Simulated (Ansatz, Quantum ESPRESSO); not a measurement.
# Ballistic transmission: vacuum gap of 5.0 Å between two Rh(111) faces, part 2 of 4

Wanted: the transmission near the Fermi level and the conductance of this junction: vacuum gap of 5.0 Å between two Rh(111) faces.

Quantum ESPRESSO 7.5; plane-wave DFT, PBE, GBRV ultrasoft pseudopotentials; cross-check by Ansatz 0.2.0 with PAW datasets.

So far. Step 2 (Self-consistent run): The run needed 13 iterations to bring the estimated error under 1e-07 Ry; the largest force on any atom, held or free, is 0.31 eV/Å.

**3. The open system**

Level of this step: transmission by pwcond, lead and junction from one cell; plane-wave DFT, PBE, GBRV ultrasoft pseudopotentials (Quantum ESPRESSO).

prefixt takes both regions from one run: the lead from 0 to bdl, the scattering region from bdl to bds (units of alat). ikind = 1 puts the same lead on both sides. The program's T_tot counts both spins in a run without spin; the tables below give T per spin.

cond.in reads:

```
&inputcond
  outdir = './out'
  prefixt = 'scf'
  tran_file = 'cond.dat'
  bdl = 2.4494897417
  bds = 15.7266736816
  ikind = 1
  ewind = 4.0
  epsproj = 1e-05
  nz1 = 7
  energy0 = 0.4
  denergy = -0.4
/
10
  0.00000000 0.00000000 0.01562500
  0.00000000 0.12500000 0.09375000
  0.00000000 0.25000000 0.09375000
  0.00000000 0.37500000 0.09375000
  0.00000000 0.50000000 0.04687500
  0.12500000 0.25000000 0.09375000
  0.12500000 0.37500000 0.18750000
  0.12500000 0.50000000 0.18750000
  0.25000000 0.50000000 0.09375000
  0.25000000 0.62500000 0.09375000
3
```

On the command line:

```
$ OMP_NUM_THREADS=1 mpirun -n 4 pwcond.x -in cond.in > cond.out
```

What it wrote:

```text
[banner, memory and clock lines left out]
Program PWCOND v.7.5 starts

          URL

     ./out/scf.save/

     IMPORTANT: XC functional enforced from input :
     Exchange-correlation= PBE
                           (   1   4   3   4   0   0   0)
     Any further DFT definition will be discarded
     Please, verify this is what you really want

     negative rho (up, down):  1.099E+00 0.000E+00
     Reading collected, re-writing distributed wavefunctions

===== INPUT FILE containing all the regions =====

     GEOMETRY:

     lattice parameter (alat)  =       5.1178  a.u.
     the volume                =    1825.6412 (a.u.)^3
     the cross section         =      22.6828 (a.u.)^2
     l of the unit cell        =      15.7267 (alat)
     number of atoms/cell      =           18
     number of atomic types    =            1

     crystal axes: (cart. coord. in units of alat)
               a(1) = (  1.0000  0.0000  0.0000 )
               a(2) = (  0.5000  0.8660  0.0000 )
               a(3) = (  0.0000  0.0000 15.7267 )

   Cartesian axes

     site n.     atom                  positions (alat units)
          1        Rh     tau(  1)=(  0.0000  0.0000 15.7267  )
          2        Rh     tau(  2)=(  0.5000  0.2887  0.8165  )
          3        Rh     tau(  3)=(  1.0000  0.5774  1.6330  )
          4        Rh     tau(  4)=(  0.0000  0.0000  2.4495  )
          5        Rh     tau(  5)=(  0.5000  0.2887  3.2660  )
          6        Rh     tau(  6)=(  1.0000  0.5774  4.0825  )
          7        Rh     tau(  7)=(  0.0000  0.0000  4.8990  )
          8        Rh     tau(  8)=(  0.5000  0.2887  5.7155  )
          9        Rh     tau(  9)=(  1.0000  0.5774  6.5320  )
         10        Rh     tau( 10)=(  0.0000  0.0000  8.3782  )
         11        Rh     tau( 11)=(  0.5000  0.2887  9.1947  )
         12        Rh     tau( 12)=(  1.0000  0.5774 10.0112  )
         13        Rh     tau( 13)=(  0.0000  0.0000 10.8277  )
         14        Rh     tau( 14)=(  0.5000  0.2887 11.6442  )
         15        Rh     tau( 15)=(  1.0000  0.5774 12.4607  )
         16        Rh     tau( 16)=(  0.0000  0.0000 13.2772  )
         17        Rh     tau( 17)=(  0.5000  0.2887 14.0937  )
         18        Rh     tau( 18)=(  1.0000  0.5774 14.9102  )

     nr1s                      =           24
     nr2s                      =           24
     nr3s                      =          360
     nr1sx                     =           24
     nr2sx                     =           24
     nr3sx                     =          360
     nr1                       =           24
     nr2                       =           24
     nr3                       =          375
     nr1x                      =           24
     nr2x                      =           24
     nr3x                      =          375

 _______________________________
  Radii of nonlocal spheres:

     type       ibeta     ang. mom.          radius (alat units)
       Rh         1         0                    0.4936
       Rh         2         0                    0.4936
       Rh         3         1                    0.4936
       Rh         4         1                    0.4936
       Rh         5         2                    0.4936
       Rh         6         2                    0.4936
       Rh         7         2                    0.4936
----- General information -----

--- T calc. with identical leads (ikind=1) ---

     nrx                       =           24
     nry                       =           24
     nz1                       =            7

     energy0               =         4.0E-01
     denergy               =        -4.0E-01
     nenergy               =          3
     ecut2d                =         4.0E+01
     ewind                 =         4.0E+00
     epsproj               =         1.0E-05

     number of k_|| points=   10
                       cryst. coord.
        k(    1) = (   0.0000000   0.0000000), wk =   0.0156250
        k(    2) = (   0.0000000   0.1250000), wk =   0.0937500
        k(    3) = (   0.0000000   0.2500000), wk =   0.0937500
        k(    4) = (   0.0000000   0.3750000), wk =   0.0937500
        k(    5) = (   0.0000000   0.5000000), wk =   0.0468750
        k(    6) = (   0.1250000   0.2500000), wk =   0.0937500
        k(    7) = (   0.1250000   0.3750000), wk =   0.1875000
        k(    8) = (   0.1250000   0.5000000), wk =   0.1875000
        k(    9) = (   0.2500000   0.5000000), wk =   0.0937500
        k(   10) = (   0.2500000   0.6250000), wk =   0.0937500
----- Information about left/right lead -----

     nocros                   =           23
     noins                    =           46
     norb                     =           92
     norbf                    =          368
     nrz                      =           56

      iorb      type   ibeta   ang. mom.   m       position (alat)
        1        1       1        0        1   taunew(   1)=(  0.0000  0.0000  0.0000)
        2        1       2        0        1   taunew(   2)=(  0.0000  0.0000  0.0000)
        3        1       3        1        1   taunew(   3)=(  0.0000  0.0000  0.0000)
        4        1       3        1        2   taunew(   4)=(  0.0000  0.0000  0.0000)
        5        1       3        1        3   taunew(   5)=(  0.0000  0.0000  0.0000)
        6        1       4        1        1   taunew(   6)=(  0.0000  0.0000  0.0000)
        7        1       4        1        2   taunew(   7)=(  0.0000  0.0000  0.0000)
        8        1       4        1        3   taunew(   8)=(  0.0000  0.0000  0.0000)
        9        1       5        2        1   taunew(   9)=(  0.0000  0.0000  0.0000)
       10        1       5        2        2   taunew(  10)=(  0.0000  0.0000  0.0000)
       11        1       5        2        3   taunew(  11)=(  0.0000  0.0000  0.0000)
       12        1       5        2        4   taunew(  12)=(  0.0000  0.0000  0.0000)
       13        1       5        2        5   taunew(  13)=(  0.0000  0.0000  0.0000)
       14        1       6        2        1   taunew(  14)=(  0.0000  0.0000  0.0000)
       15        1       6        2        2   taunew(  15)=(  0.0000  0.0000  0.0000)
       16        1       6        2        3   taunew(  16)=(  0.0000  0.0000  0.0000)
       17        1       6        2        4   taunew(  17)=(  0.0000  0.0000  0.0000)
       18        1       6        2        5   taunew(  18)=(  0.0000  0.0000  0.0000)
       19        1       7        2        1   taunew(  19)=(  0.0000  0.0000  0.0000)
       20        1       7        2        2   taunew(  20)=(  0.0000  0.0000  0.0000)
       21        1       7        2        3   taunew(  21)=(  0.0000  0.0000  0.0000)
[...]
343        1       7        2        3   taunew( 343)=(  1.0000  0.5774 12.4607)
      344        1       7        2        4   taunew( 344)=(  1.0000  0.5774 12.4607)
      345        1       7        2        5   taunew( 345)=(  1.0000  0.5774 12.4607)
      346        1       1        0        1   taunew( 346)=(  0.0000  0.0000 13.2772)
      347        1       2        0        1   taunew( 347)=(  0.0000  0.0000 13.2772)
      348        1       3        1        1   taunew( 348)=(  0.0000  0.0000 13.2772)
      349        1       3        1        2   taunew( 349)=(  0.0000  0.0000 13.2772)
      350        1       3        1        3   taunew( 350)=(  0.0000  0.0000 13.2772)
      351        1       4        1        1   taunew( 351)=(  0.0000  0.0000 13.2772)
      352        1       4        1        2   taunew( 352)=(  0.0000  0.0000 13.2772)
      353        1       4        1        3   taunew( 353)=(  0.0000  0.0000 13.2772)
      354        1       5        2        1   taunew( 354)=(  0.0000  0.0000 13.2772)
      355        1       5        2        2   taunew( 355)=(  0.0000  0.0000 13.2772)
      356        1       5        2        3   taunew( 356)=(  0.0000  0.0000 13.2772)
      357        1       5        2        4   taunew( 357)=(  0.0000  0.0000 13.2772)
      358        1       5        2        5   taunew( 358)=(  0.0000  0.0000 13.2772)
      359        1       6        2        1   taunew( 359)=(  0.0000  0.0000 13.2772)
      360        1       6        2        2   taunew( 360)=(  0.0000  0.0000 13.2772)
      361        1       6        2        3   taunew( 361)=(  0.0000  0.0000 13.2772)
      362        1       6        2        4   taunew( 362)=(  0.0000  0.0000 13.2772)
      363        1       6        2        5   taunew( 363)=(  0.0000  0.0000 13.2772)
      364        1       7        2        1   taunew( 364)=(  0.0000  0.0000 13.2772)
      365        1       7        2        2   taunew( 365)=(  0.0000  0.0000 13.2772)
      366        1       7        2        3   taunew( 366)=(  0.0000  0.0000 13.2772)
      367        1       7        2        4   taunew( 367)=(  0.0000  0.0000 13.2772)
      368        1       7        2        5   taunew( 368)=(  0.0000  0.0000 13.2772)
 ngper, shell number =           73          10
 ngper, n2d =           73          62
---  E-Ef =    0.4000000  k =    0.0000000   0.0000000
---  ie =          1  ik =          1
 Nchannels of the left tip =            3
 Right moving states:
   k1(2pi/a)   k2(2pi/a)   E-Ef (eV)
   0.3097736   0.0000006   0.4000000
   0.3097736   0.0000006   0.4000000
   0.3620482   0.0000014   0.4000000
 Left moving states:
   k1(2pi/a)   k2(2pi/a)   E-Ef (eV)
  -0.3097736   0.0000006   0.4000000
  -0.3097736   0.0000006   0.4000000
  -0.3620482   0.0000014   0.4000000

 to transmit
 Band j to band i transmissions and reflections:
    j         i     |T_ij|^2    |R_ij|^2

    1 -->     1     0.00001     0.71865
    1 -->     2     0.00000     0.28134
    1 -->     3     0.00000     0.00000
   Total T_j, R_j =    0.00001  0.99999

    2 -->     1     0.00000     0.28134
    2 -->     2     0.00001     0.71865
    2 -->     3     0.00000     0.00000
   Total T_j, R_j =    0.00001  0.99999

    3 -->     1     0.00000     0.00000
    3 -->     2     0.00000     0.00000
    3 -->     3     0.79180     0.20820
   Total T_j, R_j =    0.79180  0.20820

E-Ef(ev), T(x2 spins) =    0.4000000   1.5836485
---  E-Ef =    0.0000000  k =    0.0000000   0.0000000
---  ie =          2  ik =          1
 Nchannels of the left tip =            3
 Right moving states:
   k1(2pi/a)   k2(2pi/a)   E-Ef (eV)
   0.0993159   0.0000006   0.0000000
   0.0993159   0.0000006   0.0000000
   0.2866283   0.0000014   0.0000000
 Left moving states:
   k1(2pi/a)   k2(2pi/a)   E-Ef (eV)
  -0.0993158   0.0000006   0.0000000
  -0.0993158   0.0000006   0.0000000
  -0.2866282   0.0000014   0.0000000

 to transmit
 Band j to band i transmissions and reflections:
    j         i     |T_ij|^2    |R_ij|^2

    1 -->     1     0.00000     0.99929
    1 -->     2     0.00000     0.00071
    1 -->     3     0.00000     0.00000
   Total T_j, R_j =    0.00000  1.00000

    2 -->     1     0.00000     0.00071
    2 -->     2     0.00000     0.99929
    2 -->     3     0.00000     0.00000
   Total T_j, R_j =    0.00000  1.00000

    3 -->     1     0.00000     0.00000
    3 -->     2     0.00000     0.00000
    3 -->     3     0.48202     0.51798
   Total T_j, R_j =    0.48202  0.51798

E-Ef(ev), T(x2 spins) =    0.0000000   0.9640449
---  E-Ef =   -0.4000000  k =    0.0000000   0.0000000
---  ie =          3  ik =          1
 Nchannels of the left tip =            3
 Right moving states:
   k1(2pi/a)   k2(2pi/a)   E-Ef (eV)
  -0.0645843   0.0000006  -0.4000000
  -0.0645843   0.0000006  -0.4000000
   0.2241304   0.0000013  -0.4000000
 Left moving states:
   k1(2pi/a)   k2(2pi/a)   E-Ef (eV)
   0.0645844   0.0000006  -0.4000000
   0.0645844   0.0000006  -0.4000000
  -0.2241304   0.0000013  -0.4000000

 to transmit
 Band j to band i transmissions and reflections:
    j         i     |T_ij|^2    |R_ij|^2

    1 -->     1     0.00000     0.99997
    1 -->     2     0.00000     0.00003
    1 -->     3     0.00000     0.00000
   Total T_j, R_j =    0.00000  1.00000

    2 -->     1     0.00000     0.00003
    2 -->     2     0.00000     0.99997
    2 -->     3     0.00000     0.00000
   Total T_j, R_j =    0.00000  1.00000

    3 -->     1     0.00000     0.00000
    3 -->     2     0.00000     0.00000
    3 -->     3     0.31514     0.68486
   Total T_j, R_j =    0.31514  0.68486

E-Ef(ev), T(x2 spins) =   -0.4000000   0.6302863
 ngper, shell number =           73          39
 ngper, n2d =           73          63
[... further energies and points left out ...]
---  E-Ef =    0.4000000  k =    0.2500000   0.6250000
---  ie =          1  ik =         10
 Nchannels of the left tip =            2
 Right moving states:
   k1(2pi/a)   k2(2pi/a)   E-Ef (eV)
   0.0840461  -0.0000001   0.4000000
   0.4099428   0.0000001   0.4000000
 Left moving states:
   k1(2pi/a)   k2(2pi/a)   E-Ef (eV)
  -0.0840244  -0.0000001   0.4000000
  -0.4100670   0.0000001   0.4000000

 to transmit
 Band j to band i transmissions and reflections:
    j         i     |T_ij|^2    |R_ij|^2

    1 -->     1     0.00011     0.61911
    1 -->     2     0.00019     0.38060
   Total T_j, R_j =    0.00029  0.99971

    2 -->     1     0.00017     0.38060
    2 -->     2     0.00064     0.61859
   Total T_j, R_j =    0.00081  0.99919

E-Ef(ev), T(x2 spins) =    0.4000000   0.0022101
---  E-Ef =    0.0000000  k =    0.2500000   0.6250000
---  ie =          2  ik =         10
 Nchannels of the left tip =            2
 Right moving states:
   k1(2pi/a)   k2(2pi/a)   E-Ef (eV)
   0.1220481  -0.0000006   0.0000000
   0.1659666   0.0000001   0.0000000
 Left moving states:
   k1(2pi/a)   k2(2pi/a)   E-Ef (eV)
  -0.1218295  -0.0000006   0.0000000
  -0.1661979   0.0000001   0.0000000

 to transmit
 Band j to band i transmissions and reflections:
    j         i     |T_ij|^2    |R_ij|^2

    1 -->     1     0.00025     0.85998
    1 -->     2     0.00275     0.13702
   Total T_j, R_j =    0.00300  0.99700

    2 -->     1     0.00097     0.13704
    2 -->     2     0.00624     0.85576
   Total T_j, R_j =    0.00720  0.99280

E-Ef(ev), T(x2 spins) =    0.0000000   0.0204125
---  E-Ef =   -0.4000000  k =    0.2500000   0.6250000
---  ie =          3  ik =         10
 Nchannels of the left tip =            0
 Right moving states:
   k1(2pi/a)   k2(2pi/a)   E-Ef (eV)
 Left moving states:
   k1(2pi/a)   k2(2pi/a)   E-Ef (eV)

 to transmit
          E-Ef(ev), T =   -0.4000000   0.0000000
   T_tot     0.40000      0.10771E+00
   T_tot     0.00000      0.14553E+00
   T_tot    -0.40000      0.18059E+00

Note: The following floating-point exceptions are signalling: IEEE_UNDERFLOW_FLAG
Note: The following floating-point exceptions are signalling: IEEE_UNDERFLOW_FLAG
Note: The following floating-point exceptions are signalling: IEEE_UNDERFLOW_FLAG
Note: The following floating-point exceptions are signalling: IEEE_UNDERFLOW_FLAG
```

Wall time 70 s (4 MPI ranks of Arm Neoverse V1, shared host); peak memory 0.29 GiB.

This step gave:

* lead channels at the Fermi level, one spin: 2.062
* transmission at the Fermi level, one spin: 0.07276
* conductance: 0.07276 G₀

Per spin; mean over the k mesh across the current. Table of open channels, zone mean by energy, zero at the Fermi level:

```
energy (eV)  open channels, zone mean
     -0.400                      1.59
      0.000                      2.06
      0.400                      1.69
```

Per spin; mean over the k mesh across the current. The transmission, zone mean by energy, zero at the Fermi level:

```
energy (eV)  transmission, zone mean
     -0.400                   0.0903
      0.000                   0.0728
      0.400                   0.0539
```

At 0.000 eV; k in fractions of b1, b2. Transmission by k point:

```
   k1     k2   weight         t  channels
    0      0  0.01562     0.482         3
    0  0.125  0.09375    0.2086         2
    0   0.25  0.09375   0.08862         2
    0  0.375  0.09375   0.02328         3
    0    0.5  0.04688  0.006279         3
0.125   0.25  0.09375    0.1438         2
0.125  0.375   0.1875   0.06025         2
0.125    0.5   0.1875   0.03939         2
 0.25    0.5  0.09375   0.01882         1
 0.25  0.625  0.09375   0.01021         2
```

The program's own clock; routines nest. Time by routine:

```
     routine  wall time (s)  calls
      PWCOND          69.59      1
scatter_forw          60.66     60
      compbs           2.53     30
       local           2.47     10
    compbs_2           2.06     30
        init            0.6      1
       poten           0.06      1
```

The run is unpolarised; a magnetic state was not tried, may lie lower and would change T.

At no point does T exceed the number of channels.

(Part 2 of 4 ends here.)

[Logs are printed without paths, hosts, clocks, repeated set-up lines and the standing remarks that a program may print on its own settings, such as how far it seeks lower states.]

[Hosts, paths, dates, database ids (printed as entryN), source tags and the programs' standing remarks are cut or masked in the printed files.]

[Maps of the electrostatic potential energy from Ansatz leave out the sawtooth potential of an applied field or a dipole correction, so their vacuum need not be flat; planar profiles and work functions include it.]
